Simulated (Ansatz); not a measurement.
# How Pt(111) screens a field, part 2 of 2

Wanted: the response of a Pt(111) slab to a perpendicular field.

Ansatz 0.2.0; plane-wave DFT, PBE, Ansatz PAW.

So far. Step 8 (Single point, field -0.2 V/Å): The dipole is -0.0894 e·Å.

**9. Atoms held, field 0.4 V/Å**

File input.yaml:

```yaml
crystal:
  lattice:
    - [2.7718585823, 0.0, 0.0]
    - [1.3859292911, 2.4004999479, 0.0]
    - [0.0, 0.0, 27.0528522209]
  atoms:
    - { symbol: Pt, position: [0.6666666667, 0.6666666667, 0.3326821115] }
    - { symbol: Pt, position: [0.0, 0.0, 0.4163410558] }
    - { symbol: Pt, position: [0.3333333333, 0.3333333333, 0.5] }
    - { symbol: Pt, position: [0.6666666667, 0.6666666667, 0.5836589442] }
    - { symbol: Pt, position: [0.0, 0.0, 0.6673178885] }
kpoints:
  mp_grid: { grid: [24, 24, 1] }
hamiltonian:
  xc: pbe
scf:
  occupations: { method: fermi_dirac, width: 0.1 }
  convergence: { dr2_threshold: 1.0e-10 }
efield:
  axis: 3
  dipole_correction: true
  ramp_position: 0.97
  ramp_width: 0.06
  amplitude: 0.4
output:
  forces: true
  write_potential: true
  write_density: true
  volumetric_format: npy
  elf: true
```

Command:

```
> ansatz run input.yaml --threads 4 --pin off --max-ram 6144MiB --backend cpu --events-out ev --progress --plain --runs-dir out
```

The log of the run:

```text
[...]
Crystal: 5 atoms, lattice volume = 180.006 Å³
Basis set: ecut = 420 eV, 3523 PW (Γ), exchange–correlation on 40×40×384 points (8 copies of the dense FFT grid, shifted against one another)
Bands: 54, of which v1, the nominal top of the filled ones, is band 45 counted from 1 (44 counted from 0)
Symmetry: 6 space group operations
k-points: 61 of 576 (time reversal used)
[...]
k-point 0: bands = [... 41 lower, 4.9863, 4.9863, 5.4654, 5.4654, 6.1293, 6.1293, 6.2483, 6.4689, ... 5 higher]
  k-point 1: bands = [... 41 lower, 5.0107, 5.0182, 5.4660, 5.5171, 5.7461, 6.1059, 6.1306, 6.4728, ... 5 higher]
  k-point 2: bands = [... 41 lower, 5.0211, 5.0301, 5.2654, 5.4689, 5.5058, 6.0625, 6.1336, 6.4839, ... 5 higher]
  k-point 60: bands = [... 41 lower, 5.9175, 6.1442, 6.2518, 6.2550, 11.1975, 11.1988, 11.3123, 11.9969, ... 5 higher]
[key lines of the parts left out:]
SCF converged after 16 iterations
Free energy (F): -62614.004272 eV
Fermi energy:    6.478178 eV
Dipole field:    D = 0.179838 V/Å  (p = 0.178898 e·Å, saw-weighted, corrected)
```

It took 51 s on 4 threads of Arm Neoverse N1, shared host; peak memory 0.73 GiB.

Running mean over 2.263 Å of the planar mean, with the applied field; the ramp of the sawtooth is left out. Table of electron's electrostatic potential energy less the Fermi level by z:

```tsv
z (Å)	electron's electrostatic potential energy less the Fermi level (eV)
4	4.29
5	4.69
6	5.02
7	4.33
8	-5.04
9	-11.6
10	-12.1
11	-12.2
12	-12.3
13	-12.3
14	-12.3
15	-12.3
16	-12.2
17	-12.1
18	-11.7
19	-5.60
20	4.65
21	6.17
22	6.63
23	7.03
```

The dipole is 0.179 e·Å.

**10. The response**

This step: plane-wave DFT, PBE, Ansatz PAW; screening of a field by a metal slab (Ansatz 0.2.0).

The dipoles give the slope, and the difference of two potentials shows where the field is screened.

This step gave:

| Item | Value |
| --- | --- |
| equivalent conductor thickness p/(ε₀AE) | 12.16 Å |
| distance between the outer atoms | 9.053 Å |
| inner field over outer field | -7.73e-4 |
| image plane, upper face | 1.552 Å |
| induced electrons on the upper face over ε₀E | -1.000 |
| image plane, lower face | 1.552 Å |
| induced electrons on the lower face over ε₀E | 0.9997 |

Dipole of the cell against applied field:

```tsv
applied field (V/Å)	dipole of the cell (e·Å)
-0.200	-0.0894
-0.100	-0.0447
-0.050	-0.0224
0.000	-4.2e-7
0.050	0.0224
0.100	0.0447
0.200	0.0894
0.400	0.179
```

Local field over the applied field, running mean. From the potentials at -0.05 and 0.05 V/Å; running mean over 2.263 Å. The local field over applied field by z:

```tsv
z (Å)	local field over applied field
5	0.992
6	0.942
7	0.701
8	0.289
9	0.0185
10	0.00158
11	0.00469
12	-0.00106
13	-7.5e-4
14	-7.2e-4
15	-0.00105
16	0.00452
17	0.00167
18	0.0131
19	0.269
20	0.680
21	0.937
22	0.991
```

The induced electron density oscillates, so the rows of the table below give means over 0.5 Å (shorter at the two ends). Its distinct maxima (Å: e/Å³ per V/Å): 7.89: 0.00440, 9.02: 8.1e-4, 17.75: 6.0e-4, 18.46: 9.2e-4. Distinct minima: 8.59: -9.2e-4, 9.30: -6.0e-4, 18.04: -8.1e-4, 19.16: -0.00440.

Electrons, planar mean, per unit field. Induced electron density against z; means over each step:

z (Å), induced electron density (e/Å³ per V/Å) and a bar from the least value:
```
      4.5    0.00001 ###############
      5.0    0.00004 ###############
      5.5    0.00012 ###############
      6.0    0.00034 ################
      6.5    0.00084 ##################
      7.0    0.00197 #######################
      7.5    0.00360 #############################
      8.0    0.00385 ##############################
      8.5    0.00026 ################
      9.0    0.00023 ################
      9.5   -0.00025 ##############
     10.0   -0.00016 ##############
     10.5    0.00010 ###############
     11.0    0.00010 ###############
     11.5    0.00001 ###############
     12.0   -0.00001 ###############
     12.5    0.00000 ###############
     13.0   -0.00001 ###############
     13.5    0.00000 ###############
     14.0    0.00001 ###############
     14.5    0.00000 ###############
     15.0    0.00002 ###############
     15.5   -0.00002 ###############
     16.0   -0.00006 ###############
     16.5   -0.00014 ##############
     17.0    0.00016 ###############
     17.5    0.00022 ################
     18.0   -0.00020 ##############
     18.5    0.00001 ###############
     19.0   -0.00366 
     19.5   -0.00377 
     20.0   -0.00212 ######
     20.5   -0.00094 ###########
     21.0   -0.00037 #############
     21.5   -0.00014 ##############
     22.0   -0.00005 ###############
     22.5   -0.00002 ###############
```

By hand: between -0.05 and 0.05 V/Å the dipole changes by 0.04471 e·Å, a slope of 0.4471 e·Å²/V. A perfect conductor of thickness t has p = ε₀AEt, so t = 180.95 × 0.4471 / 6.654 = 12.16 Å (e/ε₀ = 180.95 V·Å, A in Å²). Less the 9.05 Å between the outer atoms, and halved, that puts each image plane 1.55 Å out.

The induced dipole is that of a conductor 12.16 Å thick.

**11. The same run with other settings**

This step: plane-wave DFT, PBE, Ansatz PAW (Ansatz 0.2.0).

A run with a changed input: it repeats the earlier run at 0.05 V/Å with efield.dipole_correction from true to false.

Changes to input.yaml since step 9:

```diff
@@ -20,6 +20,6 @@
   axis: 3
-  dipole_correction: true
+  dipole_correction: false
   ramp_position: 0.97
   ramp_width: 0.06
-  amplitude: 0.4
+  amplitude: 0.05
 output:
@@ -29,2 +29 @@
   volumetric_format: npy
-  elf: true
```

The log of the run:

```text
[...]
Crystal: 5 atoms, lattice volume = 180.006 Å³
Basis set: ecut = 420 eV, 3523 PW (Γ), exchange–correlation on 40×40×384 points (8 copies of the dense FFT grid, shifted against one another)
Bands: 54, of which v1, the nominal top of the filled ones, is band 45 counted from 1 (44 counted from 0)
Symmetry: 6 space group operations
k-points: 61 of 576 (time reversal used)
[...]
SCF iter   1: F=—  HF=-62614.087835 eV  |F-HF|=—  |Δ(HF+E_count)|=         —  Δρ=1.81e-2  dr2=1.50e1  ethr=1.77e-3  p=0.000 e·Å  V_vac-E_F(+/−)=5.77/4.54 eV  ⟨swp⟩=8.9  Hψ=14945  notcnv=0  defer=16
[...]
SCF iter  14: F=-62613.969514 eV  HF=-62613.969514 eV  |F-HF|=1.02e-10  |Δ(HF+E_count)|=   1.39e-8  Δρ=9.03e-8  dr2=3.50e-11  ethr=1.00e-12  p=0.041 e·Å  V_vac-E_F(+/−)=6.20/5.06 eV  ⟨swp⟩=8.5  Hψ=19456  notcnv=0
SCF 1 converged in 14 iterations: F = -62613.969514 eV  dr2 = 3.50e-11
[...]
SCF converged after 14 iterations
[...]
Free energy (F): -62613.969514 eV
[...]
Internal energy: -62613.667482 eV  (E = F + TS)
E sigma→0 (E₀):  -62613.818498 eV
Entropy (-TS):   -0.302032 eV (-60.406 meV/atom)
Fermi energy:    6.484049 eV
Dipole field:    D = 0.040821 V/Å  (p = 0.040608 e·Å, saw-weighted)
Work function:   not extracted (applied field tilts the vacuum); planar V_es + V_field profile in the machine report
[...]
--- Forces (eV/Å), atoms counted from 1 ---
  atom   1  Pt     0.00000000     0.00000000    -0.54376438
  atom   2  Pt    -0.00000000     0.00000000     0.22472386
  atom   3  Pt    -0.00000000     0.00000000     0.00196787
  atom   4  Pt     0.00000000    -0.00000000    -0.22426137
  atom   5  Pt    -0.00000000     0.00000000     0.54133541
  max |Σ_I F_I| component: 1.39e-6 eV/Å
--- Band table (eV; the first three rows and the last of 61) ---
  k-point 0: bands = [... 41 lower, 4.9922, 4.9922, 5.4713, 5.4713, 6.1352, 6.1352, 6.2632, 6.4748, ... 5 higher]
  k-point 1: bands = [... 41 lower, 5.0167, 5.0241, 5.4719, 5.5232, 5.7551, 6.1115, 6.1365, 6.4787, ... 5 higher]
  k-point 2: bands = [... 41 lower, 5.0271, 5.0360, 5.2741, 5.4747, 5.5105, 6.0682, 6.1395, 6.4898, ... 5 higher]
  k-point 60: bands = [... 41 lower, 5.9191, 6.1501, 6.2589, 6.2597, 11.2039, 11.2042, 11.3181, 12.0087, ... 5 higher]
```

Wall time 44 s (4 threads); peak memory 0.74 GiB.

```tsv
quantity	this run	earlier run	difference
dipole along the normal (e·Å)	0.04061	0.02235	0.018
```

With the dipole correction off, the periodic images add a field of their own to the typed one.

It moves by +0.0183 e·Å.

These numbers are not those of the isolated slab.

**12. The same run with other settings: scf.n_extra_bands = 32**

Another changed input: it repeats the earlier run at 0.05 V/Å with scf.n_extra_bands to 32.

Changes to input.yaml since step 11:

```diff
@@ -18,5 +18,6 @@
   convergence: { dr2_threshold: 1.0e-10 }
+  n_extra_bands: 32
 efield:
   axis: 3
-  dipole_correction: false
+  dipole_correction: true
   ramp_position: 0.97
```

The log of the run:

```text
[...]
Crystal: 5 atoms, lattice volume = 180.006 Å³
Basis set: ecut = 420 eV, 3523 PW (Γ), exchange–correlation on 40×40×384 points (8 copies of the dense FFT grid, shifted against one another)
Bands: 77, of which v1, the nominal top of the filled ones, is band 45 counted from 1 (44 counted from 0)
Symmetry: 6 space group operations
k-points: 61 of 576 (time reversal used)
[...]
SCF iter   1: F=—  HF=-62615.699451 eV  |F-HF|=—  |Δ(HF+E_count)|=         —  Δρ=5.93e-2  dr2=8.85e0  ethr=3.10e-3  p=0.022 e·Å  D=2.20e-2 V/Å  ΔV_dip=-0.59 eV  dr2_dipole=4.16e-4  V_vac-E_F(+/−)=4.93/4.28 eV  ⟨swp⟩=7.4  Hψ=23117  notcnv=0  defer=1036
[...]
SCF iter  15: F=-62613.969058 eV  HF=-62613.969058 eV  |F-HF|=5.09e-11  |Δ(HF+E_count)|=   1.15e-9  Δρ=9.80e-8  dr2=4.48e-11  ethr=1.00e-12  p=0.022 e·Å  D=2.25e-2 V/Å  ΔV_dip=-0.61 eV  dr2_dipole=3.63e-14  V_vac-E_F(+/−)=5.96/5.33 eV  ⟨swp⟩=20.8  Hψ=39622  notcnv=0
SCF 1 converged in 15 iterations: F = -62613.969058 eV  dr2 = 4.48e-11
[...]
SCF converged after 15 iterations
Free energy (F): -62613.969058 eV
[...]
Internal energy: -62613.667026 eV  (E = F + TS)
E sigma→0 (E₀):  -62613.818042 eV
Entropy (-TS):   -0.302032 eV (-60.406 meV/atom)
Fermi energy:    6.484270 eV
Dipole field:    D = 0.022472 V/Å  (p = 0.022355 e·Å, saw-weighted, corrected)
Work function:   not extracted (applied field tilts the vacuum); planar V_es + V_field profile in the machine report
[...]
--- Forces (eV/Å), atoms counted from 1 ---
  atom   1  Pt     0.00000000    -0.00000000    -0.54312719
  atom   2  Pt    -0.00000000     0.00000000     0.22463183
  atom   3  Pt    -0.00000000     0.00000000     0.00108267
  atom   4  Pt     0.00000000    -0.00000000    -0.22437772
  atom   5  Pt    -0.00000000    -0.00000000     0.54179075
  max |Σ_I F_I| component: 3.47e-7 eV/Å
--- Band table (eV; the first three rows and the last of 61) ---
  k-point 0: bands = [... 41 lower, 4.9925, 4.9925, 5.4715, 5.4715, 6.1354, 6.1354, 6.2638, 6.4750, ... 28 higher]
  k-point 1: bands = [... 41 lower, 5.0169, 5.0243, 5.4721, 5.5235, 5.7554, 6.1117, 6.1367, 6.4789, ... 28 higher]
  k-point 2: bands = [... 41 lower, 5.0273, 5.0362, 5.2744, 5.4750, 5.5107, 6.0684, 6.1397, 6.4900, ... 28 higher]
  k-point 60: bands = [... 41 lower, 5.9187, 6.1504, 6.2593, 6.2597, 11.2042, 11.2044, 11.3184, 12.0097, ... 28 higher]
```

Elapsed: 57 s, on 4 threads; peak memory 0.95 GiB; 3.8 min of CPU time.

This step gave:

```
energy at zero smearing : -62613.8180 eV
dipole along the normal : 0.02235 e·Å
```

Force by atom:

```tsv
atom	x (eV/Å)	y (eV/Å)	z (eV/Å)	size
Pt1	0.000	0.000	-0.543	0.543
Pt2	0.000	0.000	0.225	0.225
Pt3	0.000	0.000	0.001	0.001
Pt4	0.000	0.000	-0.224	0.224
Pt5	0.000	0.000	0.542	0.542
```

```tsv
quantity	this run	earlier run	difference
dipole along the normal (e·Å)	0.02235	0.02235	-1.7e-7
```

The dipole moves by under 0.5 % or 5e-5 e·Å.

**13. Outcome**

```json
{
 "work function": "5.66 eV",
 "image plane, upper face": "1.55 Å",
 "induced electrons on the upper face over ε₀E": "-1.00",
 "equivalent conductor thickness p/(ε₀AE)": "12.2 Å",
 "inner field over outer field": "-7.7e-4"
}
```

What this shows: The induced charge has its centre 1.55 Å outside the outermost atoms; this is the plane from which a capacitor's gap or an image potential counts. The equivalent conductor thickness exceeds the distance between the outer atoms by 3.11 Å, about the sum of the two image-plane distances. In the middle of the slab the field is screened to under 0.5 % of its outer value. The atoms are held at bulk positions with the tabulated experimental lattice constant.

[Long decimals in the printed logs are rounded to 6 places.]

[Logs are printed without paths, hosts, clocks, repeated set-up lines and the standing remarks that a program may print on its own settings, such as how far it seeks lower states.]

[Hosts, paths, dates, database ids (printed as entryN), source tags and the programs' standing remarks are cut or masked in the printed files.]

[Maps of the electrostatic potential energy from Ansatz leave out the sawtooth potential of an applied field or a dipole correction, so their vacuum need not be flat; planar profiles and work functions include it.]
